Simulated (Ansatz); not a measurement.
**Phonons of Cr3PdN (Pm-3m) against volume**

Wanted: mode Grüneisen parameters of Cr3PdN (Pm-3m).

Program: Ansatz 0.2.0. Level of theory: DFT PBEsol, scalar-relativistic, plane waves, PAW; PAW set soft_1. Results are calculated unless marked as measured.

This is a report of a sequence of runs, with most program output left out.

## (1) Set-up

The structure is cubic, space group Pm-3m (No. 221). Conventional cell: a = 3.786 Å, b = 3.786 Å, c = 3.786 Å, α = 90.00°, β = 90.00°, γ = 90.00°. Nearest to Cr lie 2 N at 1.89 Å. Nearest to Pd lie 12 Cr at 2.68 Å. Nearest to N lie 6 Cr at 1.89 Å. Farther neighbours and most contacts between anions are not listed.

## (2) The dispersion

The cell comes from relaxations at this level that are not shown. Stability and thermal properties need the whole zone. Linear response on a 2×2×2 q mesh gives force constants as far as a supercell of that size would.

input.yaml reads:

```yaml
crystal:
  lattice:
    - [3.78590862, 0.0, 0.0]
    - [0.0, 3.78590862, 0.0]
    - [0.0, 0.0, 3.78590862]
  atoms:
    - { symbol: Cr, position: [0.5, 0.0, 0.5] }
    - { symbol: Cr, position: [0.0, 0.5, 0.5] }
    - { symbol: Cr, position: [0.5, 0.5, 0.0] }
    - { symbol: Pd, position: [0.0, 0.0, 0.0] }
    - { symbol: "N", position: [0.5, 0.5, 0.5] }
kpoints:
  mp_grid: { grid: [12, 12, 12] }
hamiltonian:
  xc: pbesol
  pseudopotentials: { kind: paw, azcp: { folder: soft_1 }, xc_functional: pbe }
scf:
  occupations: { method: methfessel_paxton, width: 0.2 }
output:
  eigenvalues: true
phonons:
  method: dfpt
  qmesh: [2, 2, 2]
  temperatures: { t_max: 1000, t_step: 50 }
  qpath:
    path:
      - [[0.0, 0.0, 0.0], [0.0, 0.5, 0.0], [0.5, 0.5, 0.0], [0.0, 0.0, 0.0], [0.5, 0.5, 0.5], [0.0, 0.5, 0.0]]
      - [[0.5, 0.5, 0.5], [0.5, 0.5, 0.0]]
    npoints: 10
```

On the command line:

```bash
ansatz run input.yaml --threads 4 --pin off --max-ram 10240MiB --backend cpu --events-out ev --progress --plain --runs-dir out
```

It took 9.9 min on 4 threads of Arm Neoverse V1, shared host; peak memory 2.3 GiB.

This run has no spin polarisation, although Cr can carry a moment.

This step gave:

* volume per atom: 10.85 Å³
* gap on the k-mesh: 0 eV
* sum-rule residual before enforcement: 6.35e-5 eV/Å²
* lowest frequency on the path: -70.53 cm⁻¹
* point group: m-3m
* highest frequency on the path or at a solved wavevector: 690.2 cm⁻¹
* highest optical mode at the zone centre (no LO-TO term): 690.2 cm⁻¹
* lowest optical zone-centre mode: -70.53 cm⁻¹
* lowest mode on the q mesh (acoustic modes at Γ apart): -70.53 cm⁻¹

Frequencies (cm⁻¹) solved at each irreducible wavevector; negative means imaginary. Frequencies by wavevector, by row:

```
q in reciprocal lattice units  star  mode 1  mode 2  mode 3  mode 4  mode 13  mode 14  mode 15
                        0 0 0     1   -70.5   -70.5   -70.5       0    690.2    690.2    690.2
                     0 0 -0.5     3    55.8    55.8    75.1    75.1    678.6    685.1    685.1
                  0 -0.5 -0.5     3   -70.2    57.8     126     126    679.9    687.9    687.9
               -0.5 -0.5 -0.5     1   -45.6   -45.6   -45.6   101.5    673.8    673.8    673.8
```

Symmetry leaves 4 wavevectors to solve. The lowest mode among them, the acoustic zeros apart, lies at Γ and is imaginary, 70.5i cm⁻¹, so the energy falls along it.

## (3) Relaxing at another volume, volume ratio 0.97

The volume is scaled by 0.97 and held; symmetry leaves nothing to relax, so this is a single point. The modes can then be followed against volume.

input.yaml, the sections that differ from step 2:

```yaml
crystal:
  lattice:
    - [3.7476645041, 0.0, 0.0]
    - [0.0, 3.7476645041, 0.0]
    - [0.0, 0.0, 3.7476645041]
  atoms:
    - { symbol: Cr, position: [0.5, 0.0, 0.5] }
    - { symbol: Cr, position: [0.0, 0.5, 0.5] }
    - { symbol: Cr, position: [0.5, 0.5, 0.0] }
    - { symbol: Pd, position: [0.0, 0.0, 0.0] }
    - { symbol: "N", position: [0.5, 0.5, 0.5] }
output:
  forces: true
  stress: true
  eigenvalues: true
# kpoints, hamiltonian, scf: as in step 2
# phonons: removed
```

It took 3.2 s on 4 threads; peak memory 0.45 GiB.

This run has no spin polarisation although its electron count is odd.

Numbers from this step:

* pressure: 9.299 GPa
* volume per atom: 10.53 Å³

## (4) Phonons at the other volume, volume ratio 0.97

The phonons are repeated at this volume on the same k and q meshes.

Changes to input.yaml since step 3:

```diff
@@ -19,4 +19,11 @@
 output:
-  forces: true
-  stress: true
   eigenvalues: true
+phonons:
+  method: dfpt
+  qmesh: [2, 2, 2]
+  temperatures: { t_max: 1000, t_step: 50 }
+  qpath:
+    path:
+      - [[0.0, 0.0, 0.0], [0.0, 0.5, 0.0], [0.5, 0.5, 0.0], [0.0, 0.0, 0.0], [0.5, 0.5, 0.5], [0.0, 0.5, 0.0]]
+      - [[0.5, 0.5, 0.5], [0.5, 0.5, 0.0]]
+    npoints: 10
```

It took 9.5 min on 4 threads; peak memory 2.2 GiB.

This step gave:

```
sum-rule residual before enforcement                    : 8.96e-5 eV/Å²
lowest frequency on the path                            : -61.82 cm⁻¹
highest frequency on the path or at a solved wavevector : 731.9 cm⁻¹
highest optical mode at the zone centre (no LO-TO term) : 731.9 cm⁻¹
lowest optical zone-centre mode                         : -61.82 cm⁻¹
lowest mode on the q mesh (acoustic modes at Γ apart)   : -61.82 cm⁻¹
```

Frequencies (cm⁻¹) solved at each irreducible wavevector; negative means imaginary. Frequencies by wavevector, by row:

```
q in reciprocal lattice units  star  mode 1  mode 2  mode 3  mode 4  mode 13  mode 14  mode 15
                        0 0 0     1   -61.8   -61.8   -61.8       0    731.9    731.9    731.9
                     0 0 -0.5     3    58.1    58.1    79.5    79.5    712.4    725.8    725.8
                  0 -0.5 -0.5     3   -35.6    55.9   130.5   130.5    721.2    722.8    722.8
               -0.5 -0.5 -0.5     1     -39     -39     -39   104.3    707.9    707.9    707.9
```

The highest optical mode at the zone centre (no LO-TO term) is 731.9 cm⁻¹, +41.7 cm⁻¹ against the base run.

## (5) Relaxing at another volume, volume ratio 1.03

The volume is scaled by 1.03 and held; symmetry leaves nothing to relax, so this is a single point. The modes can then be followed against volume.

input.yaml, the sections that differ from step 4:

```yaml
crystal:
  lattice:
    - [3.8233953017, 0.0, 0.0]
    - [0.0, 3.8233953017, 0.0]
    - [0.0, 0.0, 3.8233953017]
  atoms:
    - { symbol: Cr, position: [0.5, 0.0, 0.5] }
    - { symbol: Cr, position: [0.0, 0.5, 0.5] }
    - { symbol: Cr, position: [0.5, 0.5, 0.0] }
    - { symbol: Pd, position: [0.0, 0.0, 0.0] }
    - { symbol: "N", position: [0.5, 0.5, 0.5] }
output:
  forces: true
  stress: true
  eigenvalues: true
# kpoints, hamiltonian, scf: as in step 4
# phonons: removed
```

The job ended after 3.3 s (4 threads; peak memory 0.46 GiB).

This step gave:

- pressure: -7.892 GPa
- volume per atom: 11.18 Å³

The run ends at a pressure of -7.89 GPa.

## (6) Phonons at the other volume, volume ratio 1.03

Changes to input.yaml since step 5:

```diff
@@ -19,4 +19,11 @@
 output:
-  forces: true
-  stress: true
   eigenvalues: true
+phonons:
+  method: dfpt
+  qmesh: [2, 2, 2]
+  temperatures: { t_max: 1000, t_step: 50 }
+  qpath:
+    path:
+      - [[0.0, 0.0, 0.0], [0.0, 0.5, 0.0], [0.5, 0.5, 0.0], [0.0, 0.0, 0.0], [0.5, 0.5, 0.5], [0.0, 0.5, 0.0]]
+      - [[0.5, 0.5, 0.5], [0.5, 0.5, 0.0]]
+    npoints: 10
```

The job ended after 9.9 min (4 threads; peak memory 2.3 GiB; 39 min of CPU time).

This step gave:

```
sum-rule residual before enforcement                    : 4.31e-5 eV/Å²
lowest frequency on the path                            : -89.99 cm⁻¹
highest frequency on the path or at a solved wavevector : 654.4 cm⁻¹
highest optical mode at the zone centre (no LO-TO term) : 650.1 cm⁻¹
lowest optical zone-centre mode                         : -77.31 cm⁻¹
lowest mode on the q mesh (acoustic modes at Γ apart)   : -89.99 cm⁻¹
```

Frequencies (cm⁻¹) solved at each irreducible wavevector; negative means imaginary. Frequencies by wavevector, by row:

```
q in reciprocal lattice units  star  mode 1  mode 2  mode 3  mode 4  mode 13  mode 14  mode 15
                        0 0 0     1   -77.3   -77.3   -77.3       0    650.1    650.1    650.1
                     0 0 -0.5     3    52.2    52.2    70.8    70.8    645.8    645.8    646.1
                  0 -0.5 -0.5     3     -90    59.1   121.6   121.6    640.2    654.4    654.4
               -0.5 -0.5 -0.5     1   -51.9   -51.9   -51.9    98.9      641      641      641
```

The highest optical mode at the zone centre (no LO-TO term) is 650.1 cm⁻¹, -40.1 cm⁻¹ against the base run.

## (7) Grüneisen parameters

The Grüneisen parameter of a mode is minus the logarithmic change of its frequency with volume, −d ln ω / d ln V; weighted by heat capacity it gives the expansion.

This step gave:

```yaml
bulk_modulus: 286.4 GPa
```

Phonon branches along the path, in cm⁻¹:

```
    point  branch 1  branch 2  branch 3  branch 4  branch 12  branch 13  branch 14  branch 15
        Γ       -70       -70       -70         0        197        690        690        690
  halfway        31        31        68        68        238        685        688        688
        X        56        56        75        75        331        679        685        685
  halfway        39        62       125       136        337        682        683        686
        M       -70        58       126       126        368        680        688        688
  halfway        50        63       108       110        264        684        685        687
        Γ       -70       -70       -70         0        197        690        690        690
  halfway        72        72       143       148        281        681        681        686
        R       -46       -46       -46       102        374        674        674        674
  halfway        42       111       112       146        338        678        682        682
        X        56        56        75        75        331        679        685        685
jump to R       -46       -46       -46       102        374        674        674        674
  halfway       -54        86        86       143        362        675        681        681
        M       -70        58       126       126        368        680        688        688
```

The same for volume x 0.97:

```
point  branch 1  branch 2  branch 3  branch 4  branch 12  branch 13  branch 14  branch 15
    Γ       -62       -62       -62         0        213        732        732        732
    X        58        58        80        80        356        712        726        726
    M       -36        56       130       130        394        721        723        723
    Γ       -62       -62       -62         0        213        732        732        732
    R       -39       -39       -39       104        400        708        708        708
    X        58        58        80        80        356        712        726        726
    R       -39       -39       -39       104        400        708        708        708
    M       -36        56       130       130        394        721        723        723
```

The same for volume x 1.03:

```
point  branch 1  branch 2  branch 3  branch 4  branch 12  branch 13  branch 14  branch 15
    Γ       -77       -77       -77         0        182        650        650        650
    X        52        52        71        71        307        646        646        646
    M       -90        59       122       122        343        640        654        654
    Γ       -77       -77       -77         0        182        650        650        650
    R       -52       -52       -52        99        349        641        641        641
    X        52        52        71        71        307        646        646        646
    R       -52       -52       -52        99        349        641        641        641
    M       -90        59       122       122        343        640        654        654
```

## (8) Results

- bulk modulus: 286 GPa

In words: No expansion is given, because modes are imaginary at one volume or more. The highest optical mode at Γ goes from 732 to 650 cm⁻¹ as the cell grows, a Grüneisen parameter of 1.97. Branches are matched by rank, so values near crossings are rough. The q mesh stands for a supercell only 7.6 Å across, so branches between the solved wavevectors are rough. With no gap, or one that is small against the smearing, the frequencies hang on the k mesh and the smearing, most of all near Kohn anomalies. The phonon runs are without spin polarisation, although the cell has an odd electron count. The PAW files were made for PBE and serve the other functionals too.

[Logs are printed without paths, hosts, clocks, repeated set-up lines and the standing remarks that a program may print on its own settings, such as how far it seeks lower states.]

[Hosts, paths, dates, database ids (printed as entryN), source tags and the programs' standing remarks are cut or masked in the printed files.]
